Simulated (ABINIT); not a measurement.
## WS2 (Tungstenite): G0W0 with ABINIT, start to end

Wanted: ground state, empty states, screening and self-energy for WS2 (Tungstenite).

Calculated with ABINIT 10.8.3; PBEsol and many-body steps on it, plane waves.

Most raw output is cut from this account.

### 1. Set-up

The structure is hexagonal, space group P6_3/mmc (No. 194). Conventional cell: a = 3.153 Å, b = 3.153 Å, c = 12.323 Å, α = 90.00°, β = 90.00°, γ = 120.00°. W has 6 S at 2.40 Å nearest. Nearest to S lie 3 W at 2.40 Å. Farther neighbours and most contacts between anions are not listed.

The cell and positions come from the Crystallography Open Database and are kept as given unless a step says otherwise. Spin-orbit coupling is left out unless a step names it.

### 2. Ground state

This step: ABINIT 10.8.3; DFT, PBEsol, plane waves, norm-conserving pseudopotentials.

The ground-state density comes first.

The input, run.abi:

```
acell 3*1.0 Angstrom
rprim 
  3.153199999992 0.000000000002 0.000000000000
  -1.576599999998 2.730751303206 0.000000000000
  0.000000000000 0.000000000000 12.323000000000
ntypat 2
znucl 74 16
natom 6
typat 1 1 2 2 2 2
xred 
  0.333333333333 0.666666666667 0.250000000000
  0.666666666667 0.333333333333 0.750000000000
  0.333333333333 0.666666666667 0.622500000000
  0.666666666667 0.333333333333 0.122500000000
  0.333333333333 0.666666666667 0.877500000000
  0.666666666667 0.333333333333 0.377500000000
pp_dirpath "pseudos"
pseudos "W.upf, S.upf"
ecut 31
ngkpt 6 6 2
nshiftk 1
shiftk 0 0 0
kptopt 1
chksymbreak 0
nband 33
occopt 1
tolvrs 1e-10
nstep 60
prtwf 0
indata_prefix "in"
outdata_prefix "out"
tmpdata_prefix "tmp"
```

Run with:

```bash
> OMP_NUM_THREADS=1 mpirun -n 4 abinit run.abi > log
```

Wall time 47 s (4 MPI ranks of Arm Neoverse V1, shared host); peak memory 0.37 GiB; 3.1 min of CPU time.

This step gave:

```yaml
total_energy: -5331.5092 eV
gap: 0.9350 eV
k_of_the_valence_top: 0, 0, 0
k_of_the_conduction_bottom: 0.1667, 0.1667, 0
least_direct_gap: 1.822 eV
pressure: -0.9119 GPa
```

The gap is indirect, with the least direct gap 0.89 eV higher.

The cutoff was set for levels, not for stress, so the pressure can be off by some GPa.

### 3. Bands along the symmetry lines

Levels along a band path, at the cheap level, show where the edges lie and whether the meshes to come will hold them.

The input, run.abi:

```
acell 3*1.0 Angstrom
rprim 
  3.153199999992 0.000000000002 0.000000000000
  -1.576599999998 2.730751303206 0.000000000000
  0.000000000000 0.000000000000 12.323000000000
ntypat 2
znucl 74 16
natom 6
typat 1 1 2 2 2 2
xred 
  0.333333333333 0.666666666667 0.250000000000
  0.666666666667 0.333333333333 0.750000000000
  0.333333333333 0.666666666667 0.622500000000
  0.666666666667 0.333333333333 0.122500000000
  0.333333333333 0.666666666667 0.877500000000
  0.666666666667 0.333333333333 0.377500000000
pp_dirpath "pseudos"
pseudos "W.upf, S.upf"
ecut 31
iscf -2
irdden 1
kptopt 0
nkpt 75
kpt 
  0.00000000 0.00000000 0.00000000
  0.06250000 0.00000000 0.00000000
  0.12500000 0.00000000 0.00000000
  0.18750000 0.00000000 0.00000000
  0.25000000 0.00000000 0.00000000
  0.31250000 0.00000000 0.00000000
  0.37500000 0.00000000 0.00000000
  0.43750000 0.00000000 0.00000000
  0.50000000 0.00000000 0.00000000
  0.47916667 0.04166667 0.00000000
  0.45833333 0.08333333 0.00000000
  0.43750000 0.12500000 0.00000000
  0.41666666 0.16666666 0.00000000
  0.39583333 0.20833333 0.00000000
  0.37500000 0.25000000 0.00000000
  0.35416666 0.29166666 0.00000000
  0.33333333 0.33333333 0.00000000
  0.29166666 0.29166666 0.00000000
  0.25000000 0.25000000 0.00000000
  0.20833333 0.20833333 0.00000000
  0.16666666 0.16666666 0.00000000
  0.12500000 0.12500000 0.00000000
  0.08333333 0.08333333 0.00000000
  0.04166667 0.04166667 0.00000000
  0.00000000 0.00000000 0.00000000
  0.00000000 0.00000000 0.06250000
  0.00000000 0.00000000 0.12500000
  0.00000000 0.00000000 0.18750000
  0.00000000 0.00000000 0.25000000
  0.00000000 0.00000000 0.31250000
  0.00000000 0.00000000 0.37500000
  0.00000000 0.00000000 0.43750000
  0.00000000 0.00000000 0.50000000
  0.06250000 0.00000000 0.50000000
  0.12500000 0.00000000 0.50000000
  0.18750000 0.00000000 0.50000000
  0.25000000 0.00000000 0.50000000
  0.31250000 0.00000000 0.50000000
  0.37500000 0.00000000 0.50000000
  0.43750000 0.00000000 0.50000000
  0.50000000 0.00000000 0.50000000
  0.47916667 0.04166667 0.50000000
  0.45833333 0.08333333 0.50000000
  0.43750000 0.12500000 0.50000000
  0.41666666 0.16666666 0.50000000
  0.39583333 0.20833333 0.50000000
  0.37500000 0.25000000 0.50000000
  0.35416666 0.29166666 0.50000000
  0.33333333 0.33333333 0.50000000
  0.29166666 0.29166666 0.50000000
  0.25000000 0.25000000 0.50000000
  0.20833333 0.20833333 0.50000000
  0.16666666 0.16666666 0.50000000
  0.12500000 0.12500000 0.50000000
  0.08333333 0.08333333 0.50000000
  0.04166667 0.04166667 0.50000000
  0.00000000 0.00000000 0.50000000
  0.50000000 0.00000000 0.50000000
  0.50000000 0.00000000 0.43750000
  0.50000000 0.00000000 0.37500000
  0.50000000 0.00000000 0.31250000
  0.50000000 0.00000000 0.25000000
  0.50000000 0.00000000 0.18750000
  0.50000000 0.00000000 0.12500000
  0.50000000 0.00000000 0.06250000
  0.50000000 -0.00000000 0.00000000
  0.33333333 0.33333333 0.50000000
  0.33333333 0.33333333 0.43750000
  0.33333333 0.33333333 0.37500000
  0.33333333 0.33333333 0.31250000
  0.33333333 0.33333333 0.25000000
  0.33333333 0.33333333 0.18750000
  0.33333333 0.33333333 0.12500000
  0.33333333 0.33333333 0.06250000
  0.33333333 0.33333333 0.00000000
istwfk *1
nband 38
nbdbuf 7
tolwfr 1e-07
nstep 50
prtwf 0
prtvol 0
indata_prefix "in"
outdata_prefix "out"
tmpdata_prefix "tmp"
```

Elapsed: 89 s, on 4 MPI ranks; peak memory 0.53 GiB; 5.9 min of CPU time.

This step gave:

- gap: 0.9350 eV
- k of the valence top: 0, 0, 0
- k of the conduction bottom: 0.1667, 0.1667, 0
- least direct gap: 1.822 eV

The gap is 0.935 eV, as in the run before at this level.

The electronic bands at the labelled points (eV, zero at the top of the highest filled band):

| point | band 23 | band 24 | band 25 | band 26 | band 27 | band 28 | band 29 | band 30 |
| --- | --- | --- | --- | --- | --- | --- | --- | --- |
| Γ | -2.18 | -1.49 | -1.26 | 0.00 | 2.30 | 2.30 | 2.31 | 2.31 |
| halfway | -2.56 | -1.86 | -1.65 | -1.50 | 1.31 | 1.85 | 2.07 | 2.29 |
| M | -1.95 | -1.74 | -1.72 | -1.54 | 2.31 | 2.36 | 2.57 | 2.90 |
| halfway | -3.00 | -2.60 | -1.23 | -0.96 | 1.94 | 2.05 | 2.63 | 2.88 |
| K | -2.92 | -2.92 | -0.76 | -0.54 | 1.28 | 1.28 | 1.98 | 3.25 |
| halfway | -2.09 | -1.83 | -1.54 | -1.52 | 0.94 | 1.82 | 2.06 | 2.14 |
| Γ | -2.18 | -1.49 | -1.26 | 0.00 | 2.30 | 2.30 | 2.31 | 2.31 |
| halfway | -2.19 | -2.13 | -0.75 | -0.08 | 2.30 | 2.30 | 2.30 | 2.30 |
| A | -2.21 | -2.21 | -0.32 | -0.32 | 2.30 | 2.30 | 2.30 | 2.30 |
| halfway | -2.35 | -2.35 | -1.52 | -1.52 | 1.74 | 1.74 | 1.95 | 1.95 |
| L | -1.85 | -1.85 | -1.62 | -1.62 | 2.33 | 2.33 | 2.76 | 2.76 |
| halfway | -2.87 | -2.87 | -1.08 | -1.08 | 2.00 | 2.00 | 2.82 | 2.82 |
| H | -3.10 | -3.10 | -0.66 | -0.66 | 1.28 | 1.28 | 2.53 | 2.53 |
| halfway | -2.02 | -2.02 | -1.52 | -1.52 | 1.35 | 1.35 | 2.20 | 2.20 |
| A | -2.21 | -2.21 | -0.32 | -0.32 | 2.30 | 2.30 | 2.30 | 2.30 |
| jump to L | -1.85 | -1.85 | -1.62 | -1.62 | 2.33 | 2.33 | 2.76 | 2.76 |
| halfway | -1.92 | -1.77 | -1.69 | -1.56 | 2.32 | 2.35 | 2.63 | 2.86 |
| M | -1.95 | -1.74 | -1.72 | -1.54 | 2.31 | 2.36 | 2.57 | 2.90 |
| jump to H | -3.10 | -3.10 | -0.66 | -0.66 | 1.28 | 1.28 | 2.53 | 2.53 |
| halfway | -2.99 | -2.99 | -0.73 | -0.58 | 1.28 | 1.28 | 2.13 | 3.00 |
| K | -2.92 | -2.92 | -0.76 | -0.54 | 1.28 | 1.28 | 1.98 | 3.25 |

### 4. Empty states on the mesh, 3×3×1 mesh, 429 bands

The sums over transitions need many empty states on a uniform mesh; this step solves for them.

The input, run.abi:

```
acell 3*1.0 Angstrom
rprim 
  3.153199999992 0.000000000002 0.000000000000
  -1.576599999998 2.730751303206 0.000000000000
  0.000000000000 0.000000000000 12.323000000000
ntypat 2
znucl 74 16
natom 6
typat 1 1 2 2 2 2
xred 
  0.333333333333 0.666666666667 0.250000000000
  0.666666666667 0.333333333333 0.750000000000
  0.333333333333 0.666666666667 0.622500000000
  0.666666666667 0.333333333333 0.122500000000
  0.333333333333 0.666666666667 0.877500000000
  0.666666666667 0.333333333333 0.377500000000
pp_dirpath "pseudos"
pseudos "W.upf, S.upf"
ecut 31
ngkpt 3 3 1
nshiftk 1
shiftk 0 0 0
kptopt 1
chksymbreak 0
iscf -2
irdden 1
istwfk *1
nband 429
nbdbuf 38
tolwfr 1e-09
nstep 60
prtvol 0
indata_prefix "in"
outdata_prefix "out"
tmpdata_prefix "tmp"
```

Run with:

```bash
> OMP_NUM_THREADS=1 mpirun -n 3 abinit run.abi > log
```

It took 4.4 min on 3 MPI ranks; peak memory 0.38 GiB.

Numbers from this step:

* gap: 1.282 eV
* k of the valence top: 0, 0, 0
* k of the conduction bottom: 0.3333, 0.3333, 0
* least direct gap: 1.822 eV
* k points computed: 3
* lowest point of the top converged band, above the valence top: 116.9083 eV

On this mesh the gap is 1.282 eV. The earlier step found 0.935 eV, so this mesh misses an edge.

### 5. Screening, 3×3×1 mesh, 391 bands, screening to 179.6 eV

The RPA dielectric matrix is built and inverted for each q.

This step: RPA screening on PBEsol, plane waves, norm-conserving pseudopotentials.

run.abi, as its differences from that of step 4:

```diff
@@ -24,10 +24,11 @@
 chksymbreak 0
-iscf -2
-irdden 1
 istwfk *1
-nband 429
-nbdbuf 38
-tolwfr 1e-09
-nstep 60
-prtvol 0
+occopt 1
+irdwfk 1
+optdriver 3
+nband 391
+ecuteps 6.6
+inclvkb 2
+awtr 1
+symchi 1
 indata_prefix "in"
```

Run with:

```bash
> OMP_NUM_THREADS=1 mpirun -n 4 abinit run.abi > log
```

Elapsed: 1.9 min, on 4 MPI ranks; peak memory 1.5 GiB; 7.6 min of CPU time.

This step gave:

```
ε∞ with local fields, on this mesh, along the program's q direction : 17.62
the same without local fields                                       : 19.75
plasma frequency                                                    : 25.99 eV
plane waves in the screening matrix                                 : 573
```

Local fields lower ε∞ by 11 %. On a Γ-centred mesh this coarse the value itself is usually too large, while a short band sum pulls it down.

### 6. Self-energy, 3×3×1 mesh, 391 bands, screening to 179.6 eV

The self-energy is evaluated for the states that the input lists, and the levels follow from it, in one-shot runs by the linearised quasiparticle equation.

This step: G0W0 on PBEsol, plane waves, norm-conserving pseudopotentials.

run.abi, as its differences from that of step 5:

```diff
@@ -27,8 +27,19 @@
 irdwfk 1
-optdriver 3
+optdriver 4
 nband 391
+gwcalctyp 0
+ecutsigx 31
+symsigma 1
+nkptgw 3
+kptgw 
+  0.0000000000 0.0000000000 0.0000000000
+  0.3333333333 0.0000000000 0.0000000000
+  0.3333333333 0.3333333333 0.0000000000
+bdgw 
+  13 30
+  13 30
+  13 30
 ecuteps 6.6
-inclvkb 2
-awtr 1
-symchi 1
+irdscr 1
+ppmodel 1
 indata_prefix "in"
```

Run time: 6.2 min. Hardware: 4 MPI ranks; peak memory 1.5 GiB.

This step gave:

```
G0W0 gap on the points computed              : 1.979 eV
starting gap on the mesh                     : 1.282 eV
k of the valence top                         : 0, 0, 0
k of the conduction bottom                   : 0.3333, 0.3333, 0
Z at the valence top                         : 0.78
Z at the conduction bottom                   : 0.782
least direct G0W0 gap on the computed points : 2.509 eV
```

The gap on the mesh goes from 1.28 eV to 1.98 eV, a correction of +0.70 eV. The start differs from the 0.93 eV found before because the two sample other k points.

Limits: finite bands, cutoff and mesh; no spin-orbit coupling; coarse k mesh. v1 is the top filled band, c1 the lowest empty one. The levels before and after the correction (eV, zero at the valence-band top of each column):

|  | conduction bottom | valence top |
| --- | --- | --- |
| Kohn-Sham | 1.28 | 0.00 |
| G0W0 | 1.98 | 0.00 |

```csv
,level,energy (eV)
Kohn-Sham,Γ v3,-1.489
Kohn-Sham,Γ v2,-1.259
Kohn-Sham,Γ v1,0.000
Kohn-Sham,Γ c1-c2,2.304
Kohn-Sham,Γ c3,2.314
Kohn-Sham,(0.333 0.333 0) v3,-2.917
Kohn-Sham,(0.333 0.333 0) v2,-0.758
Kohn-Sham,(0.333 0.333 0) v1,-0.540
Kohn-Sham,(0.333 0.333 0) c1-c2,1.282
Kohn-Sham,(0.333 0.333 0) c3,1.977
G0W0,Γ v3,-2.015
G0W0,Γ v2,-1.265
G0W0,Γ v1,0.000
G0W0,Γ c1-c2,2.792
G0W0,Γ c3,2.789
G0W0,(0.333 0.333 0) v3,-3.363
G0W0,(0.333 0.333 0) v2,-0.759
G0W0,(0.333 0.333 0) v1,-0.530
G0W0,(0.333 0.333 0) c1-c2,1.979
G0W0,(0.333 0.333 0) c3,2.496
```

### 7. Where the time went

Times are wall times on the hardware named with each run. The host was busy with other work, so they are no guide to cost.

| step | time | share | memory (GiB) |
| --- | --- | --- | --- |
| ground state | 47 s | 5 % | 0.37 |
| bands along the symmetry lines | 89 s | 10 % | 0.53 |
| empty states on the mesh | 4.4 min | 30 % | 0.38 |
| screening | 1.9 min | 13 % | 1.5 |
| self-energy | 6.2 min | 42 % | 1.5 |

### 8. What came out

| Quantity | Value |
| --- | --- |
| PBEsol gap | 0.93 eV, indirect |
| G0W0 gap on the mesh | 1.98 eV |
| G0W0 gap over the zone (rigid shift) | 1.63 eV |
| GW settings | 3×3×1 mesh, 391 bands, screening to 179.6 eV, Godby-Needs plasmon pole |
| known limits | not at the basis limit; no spin-orbit coupling; coarse k mesh |

What this shows: G0W0 moves the gap on the mesh from 1.28 eV to 1.98 eV (+0.70 eV), with Z of 0.78 and 0.78 at the edges. The mesh misses the band edges by 0.35 eV in all; a rigid shift gives 1.63 eV for the zone. Local fields lower the RPA ε∞ on this mesh from 19.75 to 17.62; a Γ-centred mesh this coarse tends to raise both, most where the direct gap is narrow, while a short band sum lowers them. Bands and cutoff are finite, so the gap is not at the basis limit. The miss can reach some tenths of an eV and take either sign; the mesh is an error of its own. A denser mesh or path gives a starting gap of 0.93 eV: the GW mesh misses a band edge, so its gaps are not the fundamental one. The 3×3×1 mesh is coarse for this cell, which bears on the long-range parts of exchange and screening. The many-body steps are scalar-relativistic: spin-orbit coupling is not in them.

[Paths, hosts, dates, memory and timing lines, banners, echoed tables and standing remarks are left out of the program output.]

[Logs are printed without paths, hosts, clocks, repeated set-up lines and the standing remarks that a program may print on its own settings, such as how far it seeks lower states.]

[Runs of the session that timed out or met a known fault of the program may be left out.]

[Hosts, paths, dates, database ids (printed as entryN), source tags and the programs' standing remarks are cut or masked in the printed files.]

[G0W0 gaps are taken among the corrected bands and points alone; a level outside them can change the order at an edge.]

[Where Ansatz stands beside ABINIT at settings called matched, ABINIT's density can come from a denser mesh and the files from another edition; pairs whose starting gaps differed by over 0.03 eV were left out, so agreement reads better than it is.]
